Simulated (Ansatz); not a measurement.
# How BN absorbs and reflects light

Wanted: where BN starts to absorb, how strongly, and its refractive index. The cell comes from an older database entry, whose edges can differ from later determinations, mostly by under a per cent.

Method: DFT, PBE, plane-wave PAW, default files, scalar-relativistic, independent-particle optical response without local fields, in Ansatz 0.2.0.

The database entry behind the starting cell differs from other determinations of this structure, so it need not match the best structure at room temperature.

### Step 1. The system as given

The structure is hexagonal, space group P6_3/mmc (No. 194). The conventional cell has a = 2.498 Å, b = 2.498 Å, c = 6.636 Å, α = 90.00°, β = 90.00°, γ = 120.00°. Nearest to N lie 3 B at 1.44 Å. B has 3 N at 1.44 Å nearest. Farther neighbours, and contacts between anions beyond the nearest, are not listed.

### Step 2. Ground state and bands

First the ground state: is it a metal or has it a gap?

This step: DFT, PBE, plane-wave PAW, default files, scalar-relativistic, ground state (Ansatz 0.2.0).

input.yaml reads:

```yaml
crystal:
  lattice:
    - [2.49824, 0.0, 0.0]
    - [-1.24912, 2.1635393048, 0.0]
    - [0.0, 0.0, 6.6357]
  atoms:
    - { symbol: "N", position: [0.6666666667, 0.3333333333, 0.25] }
    - { symbol: "N", position: [0.3333333333, 0.6666666667, 0.75] }
    - { symbol: B, position: [0.6666666667, 0.3333333333, 0.75] }
    - { symbol: B, position: [0.3333333333, 0.6666666667, 0.25] }
kpoints:
  mp_grid: { grid: [10, 10, 4] }
  band_path:
    path:
      - [[0.0, 0.0, 0.0], [0.5, 0.0, 0.0], [0.33333333, 0.33333333, 0.0], [0.0, 0.0, 0.0], [0.0, 0.0, 0.5], [0.5, 0.0, 0.5], [0.33333333, 0.33333333, 0.5], [0.0, 0.0, 0.5]]
      - [[0.5, 0.0, 0.5], [0.5, 0.0, 0.0]]
      - [[0.33333333, 0.33333333, 0.0], [0.33333333, 0.33333333, 0.5]]
    npoints: 6
scf:
  occupations: { method: fermi_dirac, width: 0.05 }
  n_extra_bands: 8
hamiltonian:
  xc: pbe
  pseudopotentials: { kind: paw }
output:
  forces: true
  stress: true
  populations: true
  write_bands: true
  write_density: true
  write_potential: true
  elf: true
  volumetric_format: npy
```

On the command line:

```sh
$ ansatz run input.yaml --threads 4 --pin off --max-ram 8192MiB --backend cpu --events-out ev --progress --plain --runs-dir out
```

The log of the run:

```text
scf.n_extra_bands = 8 over 8 filled bands (N_el = 16.0): the run solves 16 bands
Engine: ansatz 0.2.0, aarch64-unknown-linux-gnu
Pseudopotentials: kind: paw
Pseudopotential: N, paw, valence charge 5, recommended cutoff 420 eV (normal), N.paw.azcp
Pseudopotential: B, paw, valence charge 3, recommended cutoff 420 eV (normal), B.paw.azcp
Functional definition: PBE
  parameter kappa = 0.804
  parameter beta = 0.066725
  exchange = pbe_x(kappa = kappa, mu = beta*pi^2/3)
  correlation = pbe_c(beta = beta)
Crystal: 4 atoms, lattice volume = 35.866 Å³
Basis set: ecut = 420 eV, 689 PW (Γ), exchange–correlation on 36×36×90 points (8 copies of the dense FFT grid, shifted against one another)
Bands: 16, of which v1, the nominal top of the filled ones, is band 8 counted from 1 (7 counted from 0)
Symmetry: 24 space group operations
Space group: P63/mmc (ITA 194), of the structure as read, at distance tolerance 3.3e-5 Å
k-points: 42 of 400
Non-local potential: N, projectors of the file, l = 0: 2, l = 1: 2, l = 2: 1
Non-local potential: B, projectors of the file, l = 0: 2, l = 1: 2, l = 2: 1
PAW form: soft (Blöchl's): semilocal exchange-correlation on the pseudo side does not see the compensation charge
PAW one-centre angular grid: N, 110 points (default); XC on 64 Gauss nodes
PAW one-centre angular grid: B, 110 points (default); XC on 64 Gauss nodes
Initial density: superposition of atomic densities (neutral atoms: chi_scale 0, normalization atom), corrected by the library's trained network
Initial wavefunctions: pseudopotential atomic-orbital guess
Functional: x = pbe(κ = 0.804, μ = 0.219515), c = pbe(β = 0.066725)
SCF iter   1: F=—  HF=-1084.800104 eV  |F-HF|=—  |Δ(HF+E_count)|=         —  Δρ=1.44e-3  dr2=2.04e-4  ethr=1.77e-3  ⟨swp⟩=6.0  Hψ=3422  notcnv=0  defer=46
preconditioner: auto → none  [insulator: Δε(μ)=4.246 eV  Ē_g=18.722 eV  σ=0.050 eV  W_gap=1.00  n_scr=4 (ndim 8)  ℏωp=24.8 eV  f_vac=0.022  D(μ)=0.00/eV (n_scr^D=0)  ε∞_Penn≈2.8]
SCF iter   2: F=—  HF=-1084.801448 eV  |F-HF|=—  |Δ(HF+E_count)|=   1.34e-3  Δρ=7.44e-4  dr2=3.71e-5  ethr=1.28e-6  ⟨swp⟩=2.2  Hψ=1354  notcnv=0  defer=60
SCF iter   3: F=—  HF=-1084.801774 eV  |F-HF|=—  |Δ(HF+E_count)|=   3.26e-4  Δρ=3.00e-4  dr2=9.05e-6  ethr=2.32e-7  ⟨swp⟩=2.0  Hψ=907  notcnv=0  defer=60
iter 4 did not close the SCF: its close was put off for the readings that it lacked (scf_convergence_deferred on its scf_iter line)
SCF iter   4: F=-1084.801825 eV  HF=-1084.801824 eV  |F-HF|=3.68e-7  |Δ(HF+E_count)|=   4.97e-5  Δρ=2.60e-5  dr2=9.17e-8  ethr=5.66e-8  ⟨swp⟩=2.1  Hψ=922  notcnv=0  defer=60
iter 5 did not close the SCF: its close was put off for the readings that it lacked (scf_convergence_deferred on its scf_iter line)
SCF iter   5: F=-1084.801825 eV  HF=-1084.801825 eV  |F-HF|=3.49e-8  |Δ(HF+E_count)|=   3.77e-7  Δρ=7.60e-6  dr2=6.73e-9  ethr=5.73e-10  ⟨swp⟩=2.0  Hψ=880  notcnv=0  defer=60
SCF iter   6: F=-1084.801825 eV  HF=-1084.801825 eV  |F-HF|=1.05e-10  |Δ(HF+E_count)|=   3.85e-8  Δρ=5.67e-7  dr2=7.02e-11  ethr=4.21e-11  ⟨swp⟩=9.1  Hψ=3730  notcnv=0
SCF 1 converged in 6 iterations: F = -1084.801825 eV  dr2 = 7.02e-11
  greatest PAW one-centre occupation: 0.798 electrons in one spin orbital (limit 2), on the N atom at site 1 (counted from 0), in its partial waves of l = 0
NSCF: frozen V_eff on 57 k-points
SCF converged after 6 iterations
Free energy (F): -1084.801825 eV
Harris-Foulkes:  -1084.801825 eV  (|F-HF|=1.05e-10)
Internal energy: -1084.801825 eV  (E = F + TS)
E sigma→0 (E₀):  -1084.801825 eV
Fermi energy:    6.986478 eV
--- Per-component energies (eV) ---
  E_band       = -37.449984
  E_kinetic    = 367.634646
  E_local      = -693.889827  (includes V_loc(G=0)·N_el)
  E_nonlocal   = 115.817083
  E_hartree    = 223.929389
  E_xc         = -184.631365
  E_vxc        = -229.080383  (∫ρ·V_xc dr)
  E_paw        = -413.730739  (= ΣΔE_a)
  E_vpaw       = -45.790645  (= ΣTr[D̂ρ^β])
  E_aug_tail   = 0.000198  (compensation charges beyond the density's cutoff)
  E_ewald      = -499.931209
  E_smearing   = -0.000000  (= −TS)
  E_closure    = 0.000000  (closes the sum)
  Σ components = -1084.801825   (vs F -1084.801825, Δ=0.00e0)
--- Forces (eV/Å), atoms counted from 1 ---
  atom   1  N      0.00000000     0.00000000     0.00000000
  atom   2  N      0.00000000    -0.00000000    -0.00000000
  atom   3  B     -0.00000000     0.00000000     0.00000000
  atom   4  B     -0.00000000    -0.00000000    -0.00000000
  max |Σ_I F_I| component: 2.22e-16 eV/Å
--- Stress (GPa, compression-positive) ---
        6.124564       0.000000       0.000000
        0.000000       6.124564       0.000000
        0.000000       0.000000       2.984274
  P = ⅓ Tr σ = 5.0778 GPa (50.778 kbar)
--- Band table (eV; the first three rows and the last of 42) ---
  k-point 0: bands = [... 4 lower, 3.4722, 3.4722, 3.5094, 3.5094, 10.0608, 15.1420, 16.4271, 16.4271, ... 4 higher]
  k-point 1: bands = [... 4 lower, 3.4778, 3.4778, 3.5035, 3.5035, 10.7627, 14.2440, 16.4450, 16.4450, ... 4 higher]
  k-point 2: bands = [... 4 lower, 3.4903, 3.4903, 3.4903, 3.4903, 12.4359, 12.4359, 16.4878, 16.4878, ... 4 higher]
  k-point 41: bands = [... 4 lower, -2.0371, -2.0371, 4.6026, 4.6026, 9.6099, 9.6099, 16.9732, 16.9732, ... 4 higher]
--- Löwdin populations: 4 sites ---
  site symbol       q [e]
     0      N      5.3379
     1      N      5.3379
     2      B      2.6043
     3      B      2.6043
  spilling = 0.007228 (of n_electrons = 16.000000)
```

Wall time 0.81 s (4 threads of Arm Neoverse V1, shared host); peak memory 0.3 GiB.

Reading the cycles: dr2 is the Hartree energy of the density residual (eV), the measure of convergence; HF is the Harris–Foulkes estimate of the energy, which meets the free energy F at convergence.

Numbers from this step:

```
free energy                  : -1084.8018 eV
Fermi energy                 : 6.986 eV
gap by band count            : 4.252 eV
electrons                    : 16
symmetry operations          : 24
pressure                     : 5.078 GPa
gap on the k-mesh            : 4.252 eV
volume                       : 35.87 Å³
gap on the path              : 4.264 eV
least direct gap on the path : 4.664 eV
```

There is a gap, 4.26 eV on the path, so no carriers' term is needed. The cell is left with a pressure of 5.1 GPa, as it stands unrelaxed at this level.

Electronic bands along the path, in eV, zero at the Fermi level; v1 is the highest filled band, c1 the lowest empty one:

| point | v4 | v3 | v2 | v1 | c1 | c2 | c3 | c4 |
| --- | --- | --- | --- | --- | --- | --- | --- | --- |
| Γ | -3.51 | -3.51 | -3.48 | -3.48 | 3.07 | 8.16 | 9.44 | 9.44 |
| halfway | -6.80 | -5.16 | -5.10 | -4.87 | 4.91 | 6.64 | 7.17 | 8.47 |
| M | -6.35 | -6.29 | -3.64 | -2.63 | 2.10 | 3.48 | 7.41 | 7.85 |
| halfway | -7.70 | -7.63 | -3.20 | -2.36 | 2.34 | 3.30 | 9.11 | 9.89 |
| K | -9.34 | -9.34 | -2.27 | -2.27 | 2.69 | 2.69 | 8.62 | 11.09 |
| halfway | -6.27 | -6.12 | -6.07 | -4.42 | 5.60 | 6.25 | 6.29 | 10.10 |
| Γ | -3.51 | -3.51 | -3.48 | -3.48 | 3.07 | 8.16 | 9.44 | 9.44 |
| halfway | -3.51 | -3.51 | -3.48 | -3.48 | 3.78 | 7.26 | 9.46 | 9.46 |
| A | -3.50 | -3.50 | -3.50 | -3.50 | 5.45 | 5.45 | 9.50 | 9.50 |
| halfway | -5.91 | -5.91 | -5.13 | -5.13 | 6.04 | 6.04 | 8.18 | 8.18 |
| L | -6.32 | -6.32 | -3.12 | -3.12 | 2.57 | 2.57 | 7.81 | 7.81 |
| halfway | -7.67 | -7.67 | -2.74 | -2.74 | 2.62 | 2.62 | 9.80 | 9.80 |
| H | -9.35 | -9.35 | -2.19 | -2.19 | 2.47 | 2.47 | 9.85 | 9.85 |
| halfway | -6.11 | -6.11 | -5.41 | -5.41 | 5.82 | 5.82 | 8.71 | 8.71 |
| A | -3.50 | -3.50 | -3.50 | -3.50 | 5.45 | 5.45 | 9.50 | 9.50 |
| jump to L | -6.32 | -6.32 | -3.12 | -3.12 | 2.57 | 2.57 | 7.81 | 7.81 |
| halfway | -6.34 | -6.29 | -3.48 | -2.76 | 2.19 | 3.16 | 7.58 | 7.86 |
| M | -6.35 | -6.29 | -3.64 | -2.63 | 2.10 | 3.48 | 7.41 | 7.85 |
| jump to K | -9.34 | -9.34 | -2.27 | -2.27 | 2.69 | 2.69 | 8.62 | 11.09 |
| halfway | -9.35 | -9.35 | -2.23 | -2.23 | 2.58 | 2.58 | 8.94 | 11.12 |
| H | -9.35 | -9.35 | -2.19 | -2.19 | 2.47 | 2.47 | 9.85 | 9.85 |

Electrostatic potential energy in the ac plane at fractional y = 0.333, with atoms of N and B within 0.2 Å of it. With pseudopotentials it is smooth inside the atoms' cores, unlike the true potential.

Values in eV, 24 rows by 13 columns, each cell a mean:
```
 10  10  10  10  10  10  10   9   9   9   9  10  10
  9  10  10  10  10   9   8   8   7   7   7   8   9
  8   8   9   9   8   7   5   3   1   1   2   4   6
  5   6   6   6   5   3  -2 -11 -18 -19 -14  -5   2
  1   2   1   1   1  -3 -16 -34 -45 -47 -39 -22  -6
 -1  -2  -4  -4  -3  -8 -27 -47 -52 -52 -52 -34 -12
  0   0  -2  -2  -1  -5 -21 -41 -50 -51 -46 -28  -9
  4   5   5   5   4   2  -5 -17 -26 -27 -20  -9   0
  7   8   8   8   7   6   4   0  -2  -3  -1   3   5
  9   9  10   9   9   8   8   6   6   6   6   7   8
 10  10  10  10  10  10   9   9   9   9   9   9  10
 10  10  10  10  10  10  10  10  10  10  10  10  10
 10  10  10  10  10  10  10  10  10  10  10  10  10
  9   9   9   9   9  10  10  10  10  10  10  10  10
  8   7   7   7   8   8   8   7   6   5   6   7   8
  5   4   4   4   4   5   1  -8 -16 -17 -11  -2   4
  1   0  -1  -1   1  -2 -16 -35 -46 -47 -39 -22  -5
 -1  -3  -5  -5  -2  -8 -28 -50 -52 -52 -52 -36 -13
  0  -2  -3  -3  -1  -5 -22 -43 -52 -52 -47 -29  -9
  4   3   2   3   3   3  -3 -15 -24 -26 -19  -7   2
  7   7   6   6   7   7   7   5   2   1   4   6   7
  9   9   8   9   9   9   9   9   9   9   9   9   9
 10  10  10  10  10  10  10  10  10  10  10  10  10
 10  10  10  10  10  10  10  10  10  10  10  10  10
```
Atoms in or near the plane, at fractional coordinates: N at (0.67, 0.25), B at (0.67, 0.75).

Valence density in the ac plane at fractional y = 0.333, with atoms of N and B within 0.2 Å of it. It is the smooth field of the valence electrons, not physical close to the nuclei.

Ten even steps from '_' (0.0 e/Å³) to '@' (3.7 e/Å³), each cell a mean:
```
__________________________
__________________________
__________________________
................____......
::::::::::::::..........::
::::::::::::::::..__..::::
::::::::::::::........::::
..........................
__________________________
__________________________
__________________________
__________________________
__________________________
__________________________
______________........____
..______....::--====--::..
::........::==**%%%%##++--
::......::--**@@@@@@@@##==
::........--++%%@@@@%%**--
..______....::==++++==--::
____________............__
__________________________
__________________________
__________________________
```
Atoms in or near the plane, at fractional coordinates: N at (0.67, 0.25), B at (0.67, 0.75).

[end of part 1 of 2]

[Long decimals in the printed logs are rounded to 6 places.]

[Logs are printed without paths, hosts, clocks, repeated set-up lines and the standing remarks that a program may print on its own settings, such as how far it seeks lower states.]

[Hosts, paths, dates, database ids (printed as entryN), source tags and the programs' standing remarks are cut or masked in the printed files.]

[Where the starting crystal was built by hand or by swapping elements, it need not be the compound's stable phase.]

[The count of steps not shown may lack steps that the program refused or didn't finish.]
